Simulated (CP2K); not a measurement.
Consider dimethylamine at its PBE geometry (Å).

```xyz
10

C     1.2044    0.1848    0.1351
N    -0.0075    0.2026   -0.6789
C    -1.2206   -0.0879    0.0796
H     1.3723   -0.7658    0.6850
H     1.1554    0.9931    0.8805
H     2.0787    0.3745   -0.5022
H     0.0854   -0.4602   -1.4489
H    -1.1978   -1.0553    0.6252
H    -2.0850   -0.0931   -0.5981
H    -1.3853    0.7073    0.8226
```

Method: CP2K XAS_TDP, all-electron GAPW, PBEh(45%), aug-cc-pVDZ, TDA, no relativity.

Question: Where do the C K-edge lines lie, and how strong are they?

Leading lines: C1 284.09 eV. The leading line of an atom is its first one with 35 % of the strongest within 2.5 eV of its lowest line over the strength cut. 

The first six lines of each atom with a strength over 0.0015:

```csv
atom,energy (eV),states,"strength, one atom"
"C1 (bonded to N and 3 H), 2 alike",284.09,1,0.0089
,284.84,1,0.0129
,285.00,1,0.0182
,285.13,1,0.0101
,285.69,1,0.0057
,286.11,1,0.0066
```

Lines are vertical, at one geometry, with no vibrational structure. Without a correction of the core level, line positions, and the gaps between valence and Rydberg lines, follow the share of exact exchange. At this level such K lines come out 3 to 6 eV under measured ones. These values hold no scalar relativity, about 0.1 eV for C 1s. Rydberg lines, and the discretised continuum above threshold, depend on the basis and the box.

[Banner, clock and machine lines of the logs are left out without a mark of their own.]

[Logs are printed without paths, hosts, clocks, repeated set-up lines and the standing remarks that a program may print on its own settings, such as how far it seeks lower states.]

[Hosts, paths, dates, database ids (printed as entryN), source tags and the programs' standing remarks are cut or masked in the printed files.]
